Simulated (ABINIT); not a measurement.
**Cl (Cmce): making up for missing bands**

Aim: few bands, with and without a completion of the sum over empty states, for Cl (Cmce).

Program: ABINIT 10.8.3. Level of theory: PBE and many-body steps on it, plane waves. Results are calculated unless marked as measured.

## (1) Set-up

The structure is orthorhombic, space group Cmce (No. 64). Conventional cell: a = 6.290 Å, b = 4.500 Å, c = 8.210 Å, α = 90.00°, β = 90.00°, γ = 90.00°. Nearest to Cl lie 1 Cl at 2.02 Å.

The cell and positions come from the Crystallography Open Database and are kept as given unless a step says otherwise.

## (2) Empty states on the mesh, 4×4×2 mesh, 270 bands

This step: ABINIT 10.8.3; DFT, PBE, plane waves, norm-conserving pseudopotentials.

The sums over transitions need many empty states on a uniform mesh; this step solves for them.

The input, run.abi:

```
acell 3*1.0 Angstrom
rprim 
  3.145000000000 -2.250000000000 0.000000000000
  3.145000000000 2.250000000000 0.000000000000
  0.000000000000 0.000000000000 8.210000000000
ntypat 1
znucl 17
natom 4
typat 1 1 1 1
xred 
  0.870000000000 0.130000000000 0.100000000000
  0.630000000000 0.370000000000 0.600000000000
  0.130000000000 0.870000000000 0.900000000000
  0.370000000000 0.630000000000 0.400000000000
pp_dirpath "pseudos"
pseudos "Cl.upf"
ecut 25
ngkpt 4 4 2
nshiftk 1
shiftk 0 0 0
kptopt 1
chksymbreak 0
irdden 1
istwfk *1
nband 270
prtvol 0
optdriver 6
gwr_task "HDIAGO"
paral_kgb 0
occopt 1
indata_prefix "in"
outdata_prefix "out"
tmpdata_prefix "tmp"
```

Command:

```console
$ OMP_NUM_THREADS=1 mpirun -n 8 abinit run.abi > log
```

Output:

```text
.Version 10.8.3 of ABINIT. v10.8.2 released Aug 2026.

 Symmetries : space group Cm c a (# 64); Bravais oC (1-face-center ortho.)
[... echo of the input left out ...]
== DATASET  1 ==================================================================
-   mpi_nproc: 8, omp_nthreads: 1 (-1 if OMP is not activated)

--- !DatasetInfo
iteration_state: {dtset: 1, }
dimensions: {natom: 4, nkpt: 14, mband: 270, nsppol: 1, nspinor: 1, nspden: 1, mpw: 4726, }
cutoff_energies: {ecut:  25.0, pawecutdg:  -1.0, }
[...]
Indirect band gap semiconductor
 Fundamental gap:     2.469 (eV)
   VBM:    -0.824 (eV) at k: [ 5.0000E-01,  5.0000E-01,  0.0000E+00]
   CBM:     1.645 (eV) at k: [ 0.0000E+00,  0.0000E+00,  0.0000E+00]
 Direct gap:         2.525 (eV) at k: [ 0.0000E+00,  0.0000E+00,  0.0000E+00]

== END DATASET(S) ==============================================================
================================================================================

 -outvars: echo values of variables after computation  --------
           etotal      0.0000000000E+00
            nband         270
             nkpt          14
          spgroup          64
 [... the other variables as echoed above ...]

 Calculation completed.
```

The job ended after 2.2 min (8 MPI ranks of Arm Neoverse V2, shared host; peak memory 9.9 GiB).

This step gave:

```yaml
gap: 2.469 eV
k_of_the_valence_top: 0.5, 0.5, 0
k_of_the_conduction_bottom: 0, 0, 0
least_direct_gap: 2.525 eV
k_points_computed: 14
lowest_point_of_the_top_converged_band_above_the_valence_top: 90.3936 eV
```

On this mesh the gap is 2.469 eV.

The density comes from a self-consistent run that is not shown.

## (3) Screening, 4×4×2 mesh, 262 bands, screening to 152.4 eV

The RPA dielectric matrix is built and inverted for each q.

This step: RPA screening on PBE, plane waves, norm-conserving pseudopotentials.

Changes to run.abi since step 2:

```diff
@@ -22,10 +22,11 @@
 chksymbreak 0
-irdden 1
 istwfk *1
-nband 270
-prtvol 0
-optdriver 6
-gwr_task "HDIAGO"
-paral_kgb 0
 occopt 1
+irdwfk 1
+optdriver 3
+nband 262
+ecuteps 5.6
+inclvkb 2
+awtr 1
+symchi 1
 indata_prefix "in"
```

Output:

```text
.Version 10.8.3 of ABINIT. v10.8.2 released Aug 2026.

 Symmetries : space group Cm c a (# 64); Bravais oC (1-face-center ortho.)
[... echo of the input left out ...]
== DATASET  1 ==================================================================
-   mpi_nproc: 8, omp_nthreads: 1 (-1 if OMP is not activated)

--- !DatasetInfo
iteration_state: {dtset: 1, }
dimensions: {natom: 4, nkpt: 14, mband: 262, nsppol: 1, nspinor: 1, nspden: 1, mpw: 4726, }
cutoff_energies: {ecut:  25.0, pawecutdg:  -1.0, }
electrons: {nelect:   2.80000000E+01, charge:   0.00000000E+00, occopt:   1.00000000E+00, tsmear:   1.00000000E-02, }

 SCREENING: Calculation of the susceptibility and dielectric matrices

 Based on a program developped by R.W. Godby, V. Olevano, G. Onida, and L. Reining.
 Incorporated in ABINIT by V. Olevano, G.-M. Rignanese, and M. Torrent.
.Using double precision arithmetic ; gwpc =  8

[... cell and pseudopotentials left out ...]
--------------------------------------------------------------------------------

 ==== K-mesh for the wavefunctions ====
 Number of points in the irreducible wedge :    14
[... list of points left out ...]
 Together with  8 symmetry operations and time-reversal symmetry
 yields    32 points in the full Brillouin Zone.

 ==== Q-mesh for the screening function ====
 Number of points in the irreducible wedge :    14
[... list of points left out ...]
 Together with  8 symmetry operations and time-reversal symmetry
 yields    32 points in the full Brillouin Zone.

 setmesh: FFT mesh size selected  =    30x   30x   54
          total number of points  =        48600

 vcoul_init : cutoff-mode = AUXILIARY_FUNCTION
 q-points for optical limit:   1
     1)      0.000010    0.000020    0.000030

- screening: taking advantage of time-reversal symmetry
- Maximum band index for partially occupied states nbvw = 14
- Remaining bands to be divided among processors   nbcw = 248
- Number of bands treated by each node ~31

 Number of electrons calculated from density =   28.0000; Expected =   28.0000
 average of density, n =  0.035710
 r_s =    1.8838
 omega_plasma =   18.2284 [eV]

 calculating chi0 at frequencies [eV] :
  1    0.000000E+00    0.000000E+00
  2    0.000000E+00    1.822838E+01

--------------------------------------------------------------------------------
  q-point number  1        q = ( 0.000000, 0.000000, 0.000000) [r.l.u.]
--------------------------------------------------------------------------------
[... chi0 elements left out ...]
 For q-point:  0.000010 0.000020 0.000030
  dielectric constant =   2.8117
  dielectric constant without local fields =   3.4619

  Average fulfillment of the sum rule on Im[epsilon] for q-point    1 :     80.97  [%]
[... wings left out ...]
  q-point number  2        q = ( 0.250000, 0.000000, 0.000000) [r.l.u.]
--------------------------------------------------------------------------------
[... chi0 elements left out ...]
  Average fulfillment of the sum rule on Im[epsilon] for q-point    2 :     82.82  [%]

 [... 12 further q-points ...]
```

The job ended after 2.9 min (8 MPI ranks; peak memory 4.9 GiB).

This step gave:

```
ε∞ with local fields, on this mesh, along the program's q direction : 2.812
the same without local fields                                       : 3.462
plasma frequency                                                    : 18.23 eV
plane waves in the screening matrix                                 : 487
```

Local fields lower ε∞ by 19 %. On a Γ-centred mesh this coarse the value itself is usually too large, while a short band sum pulls it down.

## (4) 262 bands

The self-energy is evaluated for the states that the input lists, and the levels follow from it, in one-shot runs by the linearised quasiparticle equation.

This step: G0W0 on PBE, plane waves, norm-conserving pseudopotentials.

Changes to run.abi since step 3:

```diff
@@ -25,8 +25,17 @@
 irdwfk 1
-optdriver 3
+optdriver 4
 nband 262
+gwcalctyp 0
+ecutsigx 25
+symsigma 1
+nkptgw 2
+kptgw 
+  0.5000000000 0.5000000000 0.0000000000
+  0.0000000000 0.0000000000 0.0000000000
+bdgw 
+  13 16
+  13 16
 ecuteps 5.6
-inclvkb 2
-awtr 1
-symchi 1
+irdscr 1
+ppmodel 1
 indata_prefix "in"
```

Output:

```text
.Version 10.8.3 of ABINIT. v10.8.2 released Aug 2026.

 Symmetries : space group Cm c a (# 64); Bravais oC (1-face-center ortho.)
[... echo of the input left out ...]
== DATASET  1 ==================================================================
-   mpi_nproc: 8, omp_nthreads: 1 (-1 if OMP is not activated)

--- !DatasetInfo
iteration_state: {dtset: 1, }
dimensions: {natom: 4, nkpt: 14, mband: 262, nsppol: 1, nspinor: 1, nspden: 1, mpw: 4726, }
cutoff_energies: {ecut:  25.0, pawecutdg:  -1.0, }
electrons: {nelect:   2.80000000E+01, charge:   0.00000000E+00, occopt:   1.00000000E+00, tsmear:   1.00000000E-02, }

 SIGMA: Calculation of the GW corrections

 Based on a program developped by R.W. Godby, V. Olevano, G. Onida, and L. Reining.
 Incorporated in ABINIT by V. Olevano, G.-M. Rignanese, and M. Torrent.
.Using double precision arithmetic ; gwpc =  8

[... cell and pseudopotentials left out ...]
--------------------------------------------------------------------------------

 ==== K-mesh for the wavefunctions ====
 Number of points in the irreducible wedge :    14
[... list of points left out ...]
 Together with  8 symmetry operations and time-reversal symmetry
 yields    32 points in the full Brillouin Zone.

 ==== Q-mesh for screening function ====
 Number of points in the irreducible wedge :    14
[... list of points left out ...]
 Together with  8 symmetry operations and time-reversal symmetry
 yields    32 points in the full Brillouin Zone.

 vcoul_init : cutoff-mode = AUXILIARY_FUNCTION
 q-points for optical limit:   1
     1)      0.000010    0.000020    0.000030
 setmesh: FFT mesh size selected  =    36x   36x   72
          total number of points  =        93312

 Number of electrons calculated from density =   28.0000; Expected =   28.0000
 average of density, n =  0.035710
 r_s =    1.8838
 omega_plasma =   18.2284 [eV]

 === KS Band Gaps ===
  >>>> For spin  1
   Minimum direct gap =   2.5251 [eV], located at k-point      :   0.0000  0.0000  0.0000
   Fundamental gap    =   2.4691 [eV], Top of valence bands at :   0.5000  0.5000  0.0000
                                       Bottom of conduction at :   0.0000  0.0000  0.0000
 SIGMA fundamental parameters:
 PLASMON POLE MODEL  1
 number of plane-waves for SigmaX                 4675
 number of plane-waves for SigmaC and W            487
 number of plane-waves for wavefunctions          4675
 number of bands                                   262
 number of independent spin polarizations            1
 number of spinorial components                      1
 number of k-points in IBZ                          14
 number of q-points in IBZ                          14
 number of symmetry operations                       8
 number of k-points in BZ                           32
 number of q-points in BZ                           32
 number of frequencies for dSigma/dE                 9
 frequency step for dSigma/dE [eV]                0.25
 number of omega for Sigma on real axis              0
 max omega for Sigma on real axis  [eV]           0.00
 zcut for avoiding poles [eV]                     0.10

 EPSILON^-1 parameters (SCR file):
 dimension of the eps^-1 matrix on file            487
 dimension of the eps^-1 matrix used               487
 number of plane-waves for wavefunctions          4675
 number of bands                                   262
 number of q-points in IBZ                          14
 number of frequencies                               2
 number of real frequencies                          1
 number of imag frequencies                          1

 matrix elements of self-energy operator (all in [eV])

 Perturbative Calculation

--- !SelfEnergy_ee
iteration_state: {dtset: 1, }
kpoint     : [   0.500,    0.500,    0.000, ]
spin       : 1
KS_gap     :    2.546
QP_gap     :    5.752
Delta_QP_KS:    3.206
data: !SigmaeeData |
     Band     E0 <VxcDFT>   SigX SigC(E0)      Z dSigC/dE  Sig(E)    E-E0       E
       13  -1.186 -14.321 -18.741   2.324   0.786  -0.272 -15.968  -1.648  -2.834
       14  -0.824 -14.674 -19.122   2.288   0.790  -0.266 -16.380  -1.707  -2.530
       15   1.722 -14.106  -8.998  -3.210   0.790  -0.265 -12.607   1.500   3.222
       16   1.912 -14.243  -9.064  -3.231   0.788  -0.269 -12.708   1.535   3.448

--- !SelfEnergy_ee
iteration_state: {dtset: 1, }
kpoint     : [   0.000,    0.000,    0.000, ]
spin       : 1
KS_gap     :    2.525
QP_gap     :    5.669
Delta_QP_KS:    3.143
data: !SigmaeeData |
     Band     E0 <VxcDFT>   SigX SigC(E0)      Z dSigC/dE  Sig(E)    E-E0       E
       13  -0.970 -14.511 -19.022   2.321   0.789  -0.267 -16.240  -1.728  -2.699
       14  -0.880 -14.708 -19.184   2.319   0.789  -0.268 -16.409  -1.701  -2.581
       15   1.645 -13.980  -8.981  -3.178   0.792  -0.262 -12.538   1.442   3.087
       16   2.208 -14.626  -9.222  -3.372   0.784  -0.276 -13.033   1.593   3.801

== END DATASET(S) ==============================================================
================================================================================

 -outvars: echo values of variables after computation  --------
           etotal      0.0000000000E+00
            nband         262
             nkpt          14
          spgroup          64
 [... the other variables as echoed above ...]

 Calculation completed.
```

Run time: 36 s. Hardware: 8 MPI ranks; peak memory 5.2 GiB; 4.8 min of CPU time.

This step gave:

```yaml
g0w0_gap_on_the_points_computed: 5.617 eV
starting_gap_on_the_mesh: 2.469 eV
k_of_the_valence_top: 0.5, 0.5, 0
k_of_the_conduction_bottom: 0, 0, 0
z_at_the_valence_top: 0.79
z_at_the_conduction_bottom: 0.792
least_direct_g0w0_gap_on_the_computed_points: 5.668 eV
```

The gap on the mesh goes from 2.47 eV to 5.62 eV, a correction of +3.15 eV.

## (5) Screening, 4×4×2 mesh, 36 bands, screening to 152.4 eV

This step: RPA screening on PBE, plane waves, norm-conserving pseudopotentials.

Changes to run.abi since step 4:

```diff
@@ -25,17 +25,8 @@
 irdwfk 1
-optdriver 4
-nband 262
-gwcalctyp 0
-ecutsigx 25
-symsigma 1
-nkptgw 2
-kptgw 
-  0.5000000000 0.5000000000 0.0000000000
-  0.0000000000 0.0000000000 0.0000000000
-bdgw 
-  13 16
-  13 16
+optdriver 3
+nband 36
 ecuteps 5.6
-irdscr 1
-ppmodel 1
+inclvkb 2
+awtr 1
+symchi 1
 indata_prefix "in"
```

Output:

```text
.Version 10.8.3 of ABINIT. v10.8.2 released Aug 2026.

 Symmetries : space group Cm c a (# 64); Bravais oC (1-face-center ortho.)
[... echo of the input left out ...]
== DATASET  1 ==================================================================
-   mpi_nproc: 8, omp_nthreads: 1 (-1 if OMP is not activated)

--- !DatasetInfo
iteration_state: {dtset: 1, }
dimensions: {natom: 4, nkpt: 14, mband: 36, nsppol: 1, nspinor: 1, nspden: 1, mpw: 4726, }
cutoff_energies: {ecut:  25.0, pawecutdg:  -1.0, }
electrons: {nelect:   2.80000000E+01, charge:   0.00000000E+00, occopt:   1.00000000E+00, tsmear:   1.00000000E-02, }

 SCREENING: Calculation of the susceptibility and dielectric matrices

 Based on a program developped by R.W. Godby, V. Olevano, G. Onida, and L. Reining.
 Incorporated in ABINIT by V. Olevano, G.-M. Rignanese, and M. Torrent.
.Using double precision arithmetic ; gwpc =  8

[... cell and pseudopotentials left out ...]
--------------------------------------------------------------------------------

 ==== K-mesh for the wavefunctions ====
 Number of points in the irreducible wedge :    14
[... list of points left out ...]
 Together with  8 symmetry operations and time-reversal symmetry
 yields    32 points in the full Brillouin Zone.

 ==== Q-mesh for the screening function ====
 Number of points in the irreducible wedge :    14
[... list of points left out ...]
 Together with  8 symmetry operations and time-reversal symmetry
 yields    32 points in the full Brillouin Zone.

 setmesh: FFT mesh size selected  =    30x   30x   54
          total number of points  =        48600

 vcoul_init : cutoff-mode = AUXILIARY_FUNCTION
 q-points for optical limit:   1
     1)      0.000010    0.000020    0.000030

- screening: taking advantage of time-reversal symmetry
- Maximum band index for partially occupied states nbvw = 14
- Remaining bands to be divided among processors   nbcw = 22
- Number of bands treated by each node ~2

 Number of electrons calculated from density =   28.0000; Expected =   28.0000
 average of density, n =  0.035710
 r_s =    1.8838
 omega_plasma =   18.2284 [eV]

 calculating chi0 at frequencies [eV] :
  1    0.000000E+00    0.000000E+00
  2    0.000000E+00    1.822838E+01

--------------------------------------------------------------------------------
  q-point number  1        q = ( 0.000000, 0.000000, 0.000000) [r.l.u.]
--------------------------------------------------------------------------------
[... chi0 elements left out ...]
 For q-point:  0.000010 0.000020 0.000030
  dielectric constant =   2.7693
  dielectric constant without local fields =   3.4051

  Average fulfillment of the sum rule on Im[epsilon] for q-point    1 :     42.59  [%]
[... wings left out ...]
  q-point number  2        q = ( 0.250000, 0.000000, 0.000000) [r.l.u.]
--------------------------------------------------------------------------------
[... chi0 elements left out ...]
  Average fulfillment of the sum rule on Im[epsilon] for q-point    2 :     52.10  [%]

 [... 12 further q-points ...]
```

The job ended after 18 s (8 MPI ranks; peak memory 2.3 GiB; 2.4 min of CPU time).

Numbers from this step:

* ε∞ with local fields, on this mesh, along the program's q direction: 2.769
* the same without local fields: 3.405
* plasma frequency: 18.23 eV
* plane waves in the screening matrix: 487

(Part 1 of 2 ends here.)

[Paths, hosts, dates, memory and timing lines, banners, echoed tables and standing remarks are left out of the program output.]

[Logs are printed without paths, hosts, clocks, repeated set-up lines and the standing remarks that a program may print on its own settings, such as how far it seeks lower states.]

[Runs of the session that timed out or met a known fault of the program may be left out.]

[Hosts, paths, dates, database ids (printed as entryN), source tags and the programs' standing remarks are cut or masked in the printed files.]

[G0W0 gaps are taken among the corrected bands and points alone; a level outside them can change the order at an edge.]

[Where Ansatz stands beside ABINIT at settings called matched, ABINIT's density can come from a denser mesh and the files from another edition; pairs whose starting gaps differed by over 0.03 eV were left out, so agreement reads better than it is.]
